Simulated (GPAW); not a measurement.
## ZnS: optical spectrum from first principles

Aim: the dielectric function of ZnS, and the optical constants that follow from it. The cell comes from an older database entry, whose edges can differ from later determinations, mostly by under a per cent.

Method: DFT, LDA, plane-wave PAW (GPAW data sets), scalar-relativistic, RPA, optical limit, in GPAW 26.7.0.

The database entry behind the starting cell differs from later determinations by our own check (about 0.1 % short), so it need not match the best structure at ambient conditions.

## 1. The starting structure

The structure is cubic, space group F-43m (No. 216). Conventional cell: a = 5.404 Å, b = 5.404 Å, c = 5.404 Å, α = 90.00°, β = 90.00°, γ = 90.00°. Nearest to Zn lie 4 S at 2.34 Å. S has 4 Zn at 2.34 Å nearest. Farther neighbours and most contacts between anions are not listed.

## 2. Ground state

First the ground state: is it a metal or has it a gap?

This step: DFT, LDA, plane-wave PAW (GPAW data sets), scalar-relativistic, ground state (GPAW 26.7.0).

The input, gs.py:

```python
from ase import Atoms
from ase.dft.bandgap import bandgap
from gpaw import GPAW, PW, FermiDirac

atoms = Atoms(['Zn', 'S'],
              cell=[[0.000000000000, 2.702000000000, 2.702000000000],
                    [2.702000000000, 0.000000000000, 2.702000000000],
                    [2.702000000000, 2.702000000000, 0.000000000000]],
              scaled_positions=[[0.750000000000, 0.750000000000, 0.750000000000],
                                [0.000000000000, 0.000000000000, 0.000000000000]],
              pbc=[True, True, True])
atoms.calc = GPAW(mode=PW(400), xc='LDA', kpts={'size': (7, 7, 7), 'gamma': True},
                  occupations=FermiDirac(0.05), maxiter=150, txt='gs.txt')
print('energy (eV)', atoms.get_potential_energy())
print('Fermi level (eV)', atoms.calc.get_fermi_level())
print('valence electrons', atoms.calc.get_number_of_electrons())
print('gap (eV)', bandgap(atoms.calc, output=None)[0])
print('direct gap (eV)', bandgap(atoms.calc, direct=True, output=None)[0])
atoms.calc.write('gs.gpw')
```

The run is started by

```
$ OMP_NUM_THREADS=1 python gs.py
```

Numbers of over 12 decimals in the logs are rounded to 6 here.

Log:

```text
__  _  _
 | _ |_)|_||  |
 |__||  | ||/\| - 26.7.0

Versions:
  Python: 3.12.14
  ASE:    3.29.0
  Numpy:  2.5.5
  Scipy:  1.18.1
  Libxc:  7.0.0

Input parameters:
  mode=PW(ecut=400.0),
  kpts=MonkhorstPack(size=(7, 7, 7), gamma=True),
  maxiter=150,
  occupations=Occupations(name='fermi-dirac', width=0.05, fixmagmom=False),
  xc=XC(name='LDA')

Diagonalizing LCAO Hamiltonian
Converting LCAO to pw mode

                    Zn

       S

Atoms  # Å, Bohr magnetons
|   | symbol |        x |        y |        z |    initial magnetic moments |
| 0 |     Zn | 4.053000 | 4.053000 | 4.053000 | ( 0.0000,  0.0000,  0.0000) |
| 1 |      S | 0.000000 | 0.000000 | 0.000000 | ( 0.0000,  0.0000,  0.0000) |

Unit cell  # Å
| periodic |        x |        y |        z |  lengths |    angles |
|      yes | 0.000000 | 2.702000 | 2.702000 | 3.821205 | 60.000000 |
|      yes | 2.702000 | 0.000000 | 2.702000 | 3.821205 | 60.000000 |
|      yes | 2.702000 | 2.702000 | 0.000000 | 3.821205 | 60.000000 |

Number of symmetries: 24
Symmetry operations  # r_c * U_cc + t_c -> r_c
|    | kind |            matrix            |
|  0 |  E   |  1, 0, 0,  0, 1, 0,  0, 0, 1 |
|  1 |  σ   |  1, 0, 0,  0, 0, 1,  0, 1, 0 |
|  2 |  σ   |  1, 0,-1,  0, 1,-1,  0, 0,-1 |
|  3 |  C3  |  1, 0,-1,  0, 0,-1,  0, 1,-1 |
|  4 |  C3  |  1,-1, 0,  0,-1, 1,  0,-1, 0 |
|  5 |  σ   |  1,-1, 0,  0,-1, 0,  0,-1, 1 |
|  6 |  σ   |  0, 1, 0,  1, 0, 0,  0, 0, 1 |
|  7 |  C3  |  0, 1, 0,  0, 0, 1,  1, 0, 0 |
|  8 |  C2  |  0, 1,-1,  1, 0,-1,  0, 0,-1 |
|  9 |  S4  |  0, 1,-1,  0, 0,-1,  1, 0,-1 |
| 10 |  C3  |  0, 0, 1,  1, 0, 0,  0, 1, 0 |
| 11 |  σ   |  0, 0, 1,  0, 1, 0,  1, 0, 0 |
| 12 |  S4  |  0, 0,-1,  1, 0,-1,  0, 1,-1 |
| 13 |  C3  |  0, 0,-1,  0, 1,-1,  1, 0,-1 |
| 14 |  S4  |  0,-1, 1,  1,-1, 0,  0,-1, 0 |
| 15 |  C2  |  0,-1, 1,  0,-1, 0,  1,-1, 0 |
| 16 |  C3  |  0,-1, 0,  1,-1, 0,  0,-1, 1 |
| 17 |  S4  |  0,-1, 0,  0,-1, 1,  1,-1, 0 |
| 18 |  S4  | -1, 1, 0, -1, 0, 1, -1, 0, 0 |
| 19 |  C3  | -1, 1, 0, -1, 0, 0, -1, 0, 1 |
| 20 |  C3  | -1, 0, 1, -1, 1, 0, -1, 0, 0 |
| 21 |  S4  | -1, 0, 1, -1, 0, 0, -1, 1, 0 |
| 22 |  σ   | -1, 0, 0, -1, 1, 0, -1, 0, 1 |
| 23 |  C2  | -1, 0, 0, -1, 0, 1, -1, 1, 0 |

BZ-sampling:
  Number of BZ points: 343
  Number of IBZ points: 20

  Monkhorst-Pack size: [7, 7, 7]
  Monkhorst-Pack shift: [0, 0, 0]

K-points  # in reciprocal-cell coordinates
|     |                                coordinates |     weight |
|   0 | (  0.00000000,   0.00000000,   0.00000000) | 0.00291545 |
|   1 | (  0.14285714,   0.14285714,   0.00000000) | 0.01749271 |
|   2 | (  0.14285714,   0.14285714,   0.14285714) | 0.02332362 |
|   3 | (  0.28571429,   0.14285714,   0.14285714) | 0.03498542 |
|   4 | (  0.28571429,   0.28571429,   0.00000000) | 0.01749271 |
|   5 | (  0.28571429,   0.28571429,   0.14285714) | 0.06997085 |
|   6 | (  0.28571429,   0.28571429,   0.28571429) | 0.02332362 |
|   7 | (  0.42857143,  -0.28571429,  -0.28571429) | 0.03498542 |
|   8 | (  0.42857143,   0.28571429,  -0.42857143) | 0.13994169 |
|   9 | (  0.42857143,   0.28571429,  -0.28571429) | 0.06997085 |
| ... |                                            |            |
|  19 | (  0.42857143,   0.42857143,   0.42857143) | 0.02332362 |

Plane wave coefficients: 726
Cutoff: 400.0 eV

Spin-components: 1 (collinear spins)
Bands:           13
Projectors:      11
Spin-degeneracy: 2
Datatype:        complex128

Parallelization:
  kpt:    1
  domain: 1
  band:   1

Density:
  Valence electrons: 18.0
  Components: 1
  Grid points: [18 18 18]
  Charge: 0.0  # |e|

Potential:
  Grid points: [18 18 18]

species:
  Zn:
    name:    Zinc
    id:
    Z:       30.0
    valence: 12
    core:    18
    charge:  0.0  # [|e|]
    compensation charges:
      type: gauss
      rc: 0.37  # [Å]
      lmax: 2
    cutoffs:
      filter: 2.14  # [Å]
      core: 2.28  # [Å]
    projectors
    | kind |    occ | energy [eV] | rcut [Å] |
    |   4s |  2.000 |      -6.218 |    1.286 |
    |   4p |  0.000 |      -1.230 |    1.270 |
    |   3d | 10.000 |     -10.426 |    1.180 |
    |    s |        |      20.994 |    1.286 |
    |    p |        |      25.981 |    1.270 |
    |    d |        |      16.786 |    1.180 |

    Using partial waves for Zn as LCAO basis

  S:
    name:    Sulfur
    id:
    Z:       16.0
    valence: 6
    core:    10
    charge:  0.0  # [|e|]
    compensation charges:
      type: gauss
      rc: 0.24  # [Å]
      lmax: 2
    cutoffs:
      filter: 1.77  # [Å]
      core: 1.66  # [Å]
    projectors
    | kind |    occ | energy [eV] | rcut [Å] |
    |   3s |  2.000 |     -17.278 |    0.974 |
    |   3p |  4.000 |      -7.106 |    0.979 |
    |    s |        |       9.933 |    0.974 |
    |    p |        |      20.105 |    0.979 |
    |    d |        |       0.000 |    0.900 |

    Using partial waves for S as LCAO basis

Reference energy: -59612.485647  # eV

eigensolver:
  PPCG
  Converge bands: occupied
  niter=2

density mixing:
  MSR1-Mixer
  Pratt-step length: 0.05
  Maximum mixing coefficient: 0.75
  Old densities: 10
  SVD Regularization: 0.005
  Good broyden scale: 1.0
  Trust region scale: 1.0
  Backstep threshold: 4.0
  History deletion threshold: 6.0
  Fourier metric: weight=20.0, sigma=0.015

occupation numbers:
  Fermi-Dirac:
    width: 0.0500  # eV

poisson solver:
  ecut: 3200.0  # eV

xc functional:
  name: None

convergence criteria:
- Maximum [total energy] change in last 3 cyles: 0.0005 eV / valence electron
- Maximum integral of absolute [dens]ity change: 0.0001 electrons / valence electron
- Maximum integral of absolute [eigenst]ate change: 4e-08 eV^2 / valence electron
maximum number of iterations: 150

SCF iterations
|iter     |      energy | eigst |  dens |
|iter:   1||   -8.566962 | +0.32 |       |
|iter:   2||   -8.501510 | -0.80 | -1.21 |
|iter:   3||   -8.224834 | -1.28 | -1.25 |
|iter:   4||   -8.221605 | -2.26 | -1.83 |
|iter:   5||   -8.221620c| -3.41 | -2.32 |
|iter:   6||   -8.221641c| -4.75 | -3.38 |
|iter:   7||   -8.221645c| -5.79 | -3.76 |
|iter:   8||   -8.221644c| -6.61 | -4.30c|
|iter:   9||   -8.221644c| -7.69c| -5.02c|

Converged in 9 steps
SCF loop duration: 3.083 s (0.343 s/step)
Energy contributions relative to reference atoms: (reference = -59612.485647)

Energy contributions:
  Kinetic:           8.092649
  Coulomb:          -6.826189
  Zero:             -0.005359
  External:          0.000000
  Xc:               -9.482745
  Entropy:          -0.000000
  Spinorbit:         0.000000
  ----------------------------
  Free energy:      -8.221644
  Extrapolated:     -8.221644

dipole moment: (-14.550702, -14.550702, -14.550702)  # |e|*Ang

Fermi level: 4.392
Eigenvalues  # (at kpt = [0.000, 0.000, 0.000])
| band index |      eig [eV] | occ [0-2] |
|          0 |        -9.652 |     2.000 |
|          1 |        -2.977 |     2.000 |
|          2 |        -2.977 |     2.000 |
|          3 |        -2.977 |     2.000 |
|          4 |        -2.493 |     2.000 |
|          5 |        -2.493 |     2.000 |
|          6 |         3.474 |     2.000 |
|          7 |         3.474 |     2.000 |
|          8 |         3.474 |     2.000 |
|          9 |         5.333 |     0.000 |
|         10 |         9.691 |     0.000 |
|         11 |         9.691 |     0.000 |
|         12 |         9.691 |     0.000 |

Gap: 1.859 eV
Transition (v -> c):
  (s=0, k=0, n=8, [0.00, 0.00, 0.00]) -> (s=0, k=0, n=9, [0.00, 0.00, 0.00])
No difference between direct/indirect transitions

--- standard output ---
energy (eV) -8.221644
Fermi level (eV) 4.392142
valence electrons 18.0
gap (eV) 1.859314
direct gap (eV) 1.859314
```

Elapsed: 4.2 s, on 1 thread of Arm Neoverse V2, shared host; peak memory 0.13 GiB.

Numbers from this step:

- energy: -8.222 eV
- Fermi energy: 4.392 eV
- gap on the k-mesh: 1.859 eV
- direct gap on the mesh: 1.859 eV
- electrons: 18

There is a gap, 1.86 eV on this mesh (points off the mesh can give less), so no carriers' term is needed.

## 3. Bands for the response

At the fixed density, many empty bands are solved on the mesh of the response, since the spectrum sums over them.

This step: DFT, LDA, plane-wave PAW (GPAW data sets), scalar-relativistic, bands at fixed density (GPAW 26.7.0).

The input, nscf.py:

```python
from ase.dft.bandgap import bandgap
from gpaw import GPAW, FermiDirac

calc = GPAW('gs.gpw').fixed_density(kpts={'size': (12, 12, 12), 'gamma': True}, nbands=36, convergence={'bands': 30},
                                    occupations=FermiDirac(0.001), txt='nscf.txt')
print('gap (eV)', bandgap(calc, output=None)[0])
print('direct gap (eV)', bandgap(calc, direct=True, output=None)[0])
print('top band over the Fermi level (eV)', min(calc.get_eigenvalues(kpt=k)[29] for k in range(len(calc.get_ibz_k_points()))) - calc.get_fermi_level())
calc.write('full.gpw', mode='all')
```

The run is started by

```
$ OMP_NUM_THREADS=1 python nscf.py
```

Log:

```text
Diagonalizing LCAO Hamiltonian
Converting LCAO to pw mode
convergence criteria:
- Maximum integral of absolute [eigenst]ate change: 4e-08 eV^2 / valence electron
maximum number of iterations: 150

SCF iterations
|iter     |      energy | eigst |  dens |
|iter:   1||             | +3.07 |       |
|iter:   2||             | +1.83 |       |
|iter:   3||             | +0.41 |       |
|iter:   4||             | -0.61 |       |
|iter:   5||             | -1.60 |       |
|iter:   6||             | -2.52 |       |
|iter:   7||             | -3.66 |       |
|iter:   8||             | -4.52 |       |
|iter:   9||             | -5.46 |       |
|iter:  10||             | -6.26 |       |
|iter:  11||             | -7.01 |       |
|iter:  12||             | -7.59c|       |
SCF steps: 12
  __  _  _
 | _ |_)|_||  |
 |__||  | ||/\| - 26.7.0

Versions:
  Python: 3.12.14
  ASE:    3.29.0
  Numpy:  2.5.5
  Scipy:  1.18.1
  Libxc:  7.0.0

Input parameters:
  mode=PW(ecut=400.0),
  convergence={'bands': 30},
  gpts=array([18, 18, 18]),
  kpts=MonkhorstPack(size=(12, 12, 12), gamma=True),
  maxiter=150,
  nbands=36,
  occupations=Occupations(name='fermi-dirac', width=0.001, fixmagmom=False),
  parallel={},
  xc=XC(name='LDA')

--- standard output ---
gap (eV) 1.859314
direct gap (eV) 1.859314
top band over the Fermi level (eV) 29.706761
```

Wall time 39 s (1 thread); peak memory 0.17 GiB.

## 4. Dielectric function, RPA

Transitions between filled and empty bands, summed over the zone, give the optical response, so mesh, band count and broadening shape it.

The induced potential is part of this response.

This step: DFT, LDA, plane-wave PAW (GPAW data sets), scalar-relativistic, RPA, optical limit (GPAW 26.7.0).

The input, df.py:

```python
from gpaw.response.df import DielectricFunction

df = DielectricFunction('full.gpw', frequencies={'type': 'nonlinear', 'domega0': 0.03, 'omega2': 8},
                        ecut=80,
                        eta=0.1,
                        nbands=30,
                        txt='df.txt')
for direction in ['x']:
    df.get_dielectric_function(xc='RPA', direction=direction, filename=f'df_{direction}.csv')
```

The run is started by

```
$ OMP_NUM_THREADS=1 python df.py
```

Log:

```text
Using integrator: PointIntegrator
NonLinearFrequencyDescriptor(from 0.000 to 47.611 eV, 459 points)
Nonperiodic BCs:  [False False False]
Using integrator: PointIntegrator
NonLinearFrequencyDescriptor(from 0.000 to 47.611 eV, 459 points)
Nonperiodic BCs:  [False False False]

Calculating chi0 body with:
    Ground state adapter containing:
    Number of spins: 1
    Number of kpoints: 1728
    Number of irreducible kpoints: 72
    Number of completely occupied states: 9
    Number of partially occupied states: 9

    Linear response parametrization:
    q_c: [0.0, 0.0, 0.0]
    Number of frequency points: 459
    Planewave cutoff: 80.0
    Number of bands: 30
    Number of planewaves: 59
    Broadening (eta): 0.1

Integrating chi0 body.

Symmetries of q_c:
    Direct symmetries (Uq -> q): 24
    Indirect symmetries (TUq -> q): 24
In total 48 allowed symmetries.

72 groups of equivalent kpoints. 95.833333% reduction.

Integral kind: spectral function

Calculating chi0 optical extensions with:
    Ground state adapter containing:
    Number of spins: 1
    Number of kpoints: 1728
    Number of irreducible kpoints: 72
    Number of completely occupied states: 9
    Number of partially occupied states: 9

    Linear response parametrization:
    Number of frequency points: 459
    Planewave cutoff: 80.0
    Number of bands: 30
    Number of planewaves: 59
    Broadening (eta): 0.1
Integrating chi0 head and wings.

Symmetries of q_c:
    Direct symmetries (Uq -> q): 24
    Indirect symmetries (TUq -> q): 24
In total 48 allowed symmetries.

72 groups of equivalent kpoints. 95.833333% reduction.

Integral kind: spectral function wings
```

Run time: 6.5 s. Hardware: 1 thread; peak memory 0.29 GiB.

Read-outs, printed or worked out from the files:

| Quantity | Value |
| --- | --- |
| electronic dielectric constant ε∞, mean over x, y and z (by symmetry where fewer were run) | 5.958 |
| main peak of Im epsilon, first axis | 5.782 eV |

Some rows of df_x.csv (energy; Re and Im without local fields; Re and Im with them):

```text
0.000000, 6.671147, 0.000000, 5.958160, 0.000000
0.555532, 6.743436, 0.026845, 6.023433, 0.024290
1.143969, 7.010634, 0.069384, 6.266931, 0.063794
1.768324, 7.773555, 0.479117, 6.984205, 0.473605
2.431988, 8.074137, 2.013757, 7.204710, 1.998595
3.138794, 9.101552, 1.551086, 8.000660, 1.478943
3.893091, 10.051928, 4.116770, 8.657959, 3.729248
4.699832, 7.120916, 6.104506, 5.724668, 5.791451
5.564682, 10.685181, 10.615092, 8.020020, 7.822608
6.494155, -2.084540, 7.883745, -1.977864, 6.661846
7.495775, -1.007132, 9.349295, 0.961716, 6.441464
8.578281, -3.208650, 4.403599, -1.701517, 4.301437
9.751884, -1.637208, 2.488278, -1.093237, 2.344663
11.028587, -1.451664, 1.780396, -0.895989, 1.865459
12.422601, -1.118741, 1.332932, -0.599971, 1.498965
13.950874, -0.780039, 0.795766, -0.536144, 0.974132
15.633783, -0.289014, 0.509670, -0.136578, 0.575736
17.496047, -0.033633, 0.368581, 0.120682, 0.455870
19.567954, 0.125565, 0.358708, 0.288073, 0.475169
```

The Im ε, E ∥ x has structure finer than the step of the table below, so its rows give means over 1 eV, whole bins alone (the curve runs from 0 to 19.9 eV). Peaks (eV: height): 4.5: 6.85, 5.8: 12.9, 7.7: 6.87.

Values under the direct gap are tails of Lorentzian lines. Im ε, E ∥ x against photon energy; means over each step:

```csv
photon energy (eV),"Im ε, E ∥ x"
1,0.0577
2,0.672
3,1.63
4,4.64
5,5.76
6,10.1
7,5.25
8,5.63
9,3.62
10,2.39
11,2.05
12,1.56
13,1.26
14,0.968
15,0.638
16,0.500
17,0.464
18,0.402
19,0.459
```

Re ε, E ∥ x against photon energy:

photon energy (eV), Re ε, E ∥ x and a bar from the least value:
```
      0.0       5.96 ######################
      0.5       6.01 ######################
      1.0       6.19 #######################
      1.5       6.58 ########################
      2.0       6.75 ########################
      2.5       6.66 ########################
      3.0       7.48 ###########################
      3.5       8.71 ##############################
      4.0       8.63 ##############################
      4.5       5.91 ######################
      5.0       6.90 #########################
      5.5       7.57 ###########################
      6.0       2.20 ############
      6.5      -1.95 
      7.0       1.08 #########
      7.5       0.94 ########
      8.0      -1.12 ##
      8.5      -1.61 #
      9.0      -1.42 ##
      9.5      -1.70 #
     10.0      -0.95 ###
     10.5      -0.85 ###
     11.0      -0.94 ###
     11.5      -0.89 ###
     12.0      -0.73 ###
     12.5      -0.61 ####
     13.0      -0.59 ####
     13.5      -0.51 ####
     14.0      -0.54 ####
     14.5      -0.47 ####
     15.0      -0.30 #####
     15.5      -0.18 #####
     16.0      -0.10 #####
     16.5       0.05 ######
     17.0       0.13 ######
     17.5       0.12 ######
     18.0       0.26 ######
     18.5       0.30 ######
     19.0       0.37 #######
     19.5       0.30 ######
```

Refractive index n and extinction k against photon energy:

```csv
photon energy (eV),n,k
0.0,2.44,0
0.5,2.45,0.00441
1.0,2.49,0.0103
1.5,2.56,0.0251
2.0,2.60,0.0824
2.5,2.60,0.296
3.0,2.75,0.307
3.5,2.99,0.455
4.0,3.02,0.711
4.5,2.71,1.21
5.0,2.81,0.986
5.5,3.01,1.21
6.0,2.56,2.08
6.5,1.57,2.10
7.0,1.69,1.33
7.5,1.93,1.67
8.0,1.51,1.84
8.5,1.30,1.82
9.0,1.06,1.59
9.5,0.879,1.57
10.0,0.900,1.33
10.5,0.976,1.34
11.0,0.768,1.24
11.5,0.736,1.20
12.0,0.721,1.12
12.5,0.722,1.06
13.0,0.610,0.980
13.5,0.645,0.960
14.0,0.527,0.904
14.5,0.435,0.811
15.0,0.449,0.705
15.5,0.461,0.626
16.0,0.458,0.555
16.5,0.483,0.427
17.0,0.558,0.424
17.5,0.544,0.418
18.0,0.597,0.306
18.5,0.652,0.355
19.0,0.697,0.342
19.5,0.659,0.363
```

The reflectivity at normal incidence, E ∥ x by photon energy; read off at these points:

```csv
photon energy (eV),"reflectivity at normal incidence, E ∥ x (%)"
0.00,17.5
0.50,17.7
1.00,18.2
1.50,19.3
2.00,19.8
2.50,20.3
3.00,22.3
3.50,25.8
4.00,27.5
4.50,28.8
5.00,27.4
5.50,31.3
6.00,39.8
6.33,47.7
6.50,43.0
7.00,24.9
7.50,32.1
8.00,37.7
8.50,39.5
9.00,37.5
9.50,41.4
10.00,33.0
10.50,31.6
11.00,34.0
11.50,33.8
12.00,31.6
12.50,29.5
13.00,31.3
13.50,28.9
14.00,33.1
14.50,36.0
15.00,30.8
15.50,27.0
16.00,24.7
16.50,18.9
17.00,14.4
17.50,15.0
18.00,9.74
18.50,8.68
19.00,6.98
19.50,8.61
```

The loss function −Im 1/ε at q → 0, E ∥ x has structure finer than the step of the table below, so its rows give means over 1 eV, whole bins alone (the curve runs from 0 to 19.9 eV). Peaks (eV: height): 16.4: 2.41, 17.7: 2.28.

Values under the direct gap are tails of Lorentzian lines. Table of loss function −Im 1/ε at q → 0, E ∥ x by energy loss; means over each step:

```csv
energy loss (eV),"loss function −Im 1/ε at q → 0, E ∥ x"
1,0.00146
2,0.0128
3,0.0260
4,0.0516
5,0.0763
6,0.0851
7,0.185
8,0.173
9,0.235
10,0.357
11,0.407
12,0.535
13,0.657
14,0.790
15,1.32
16,1.95
17,2.01
18,1.84
19,1.46
```

Optical constants at common wavelengths, from n + ik = √ε:

```csv
wavelength (nm),n,k,R (%),1/α
1550,2.47,0.008,17.9,16 µm
1064,2.51,0.013,18.5,6.4 µm
800,2.58,0.029,19.4,2.2 µm
633,2.58,0.099,19.6,507 nm
365,2.90,0.355,24.3,82 nm
308,3.04,0.728,27.8,34 nm
248,2.81,0.985,27.4,20 nm
```

Below the direct gap, k and the depth come from the tails of the Lorentzian lines, not from transitions.

Rows near the edge hang on the gap, which this functional as a rule makes too small, and phonon-assisted absorption is left out.

## 5. What came out

| Item | Value |
| --- | --- |
| electronic dielectric constant ε∞, mean over x, y and z (by symmetry where fewer were run) (RPA) | 5.96 |
| main peak of Im epsilon, first axis | 5.78 eV |

What this shows: At this level (LDA, RPA) ZnS has ε∞ = 5.96 and n = 2.47 at 1550 nm, and Im ε peaks at 5.8 eV. On the mesh the gap is 1.86 eV and the least direct gap 1.86 eV. Local fields change the static value along x from 6.67 to 5.96 (-11 %). Distinct maxima of Im ε, read by a parabola through the highest points, lie at 4.45 eV (6.9), 5.78 eV (13), 6.26 eV (11) and 7.66 eV (6.9). Excitons and phonon-assisted transitions are missing; LDA gaps are as a rule too small, which pulls the onset down and ε∞ up. The sum runs over mesh points, so small or evenly spaced maxima can still be ripples of the mesh. In this version of GPAW the matrix elements of the optical limit are incomplete, which can lower ε − 1 by up to a tenth where first-row anions or d states rule, and shift it by more in d metals.

[Machine, clock and banner lines and Python warnings are left out of the logs.]

[Logs are printed without paths, hosts, clocks, repeated set-up lines and the standing remarks that a program may print on its own settings, such as how far it seeks lower states.]

[Hosts, paths, dates, database ids (printed as entryN), source tags and the programs' standing remarks are cut or masked in the printed files.]
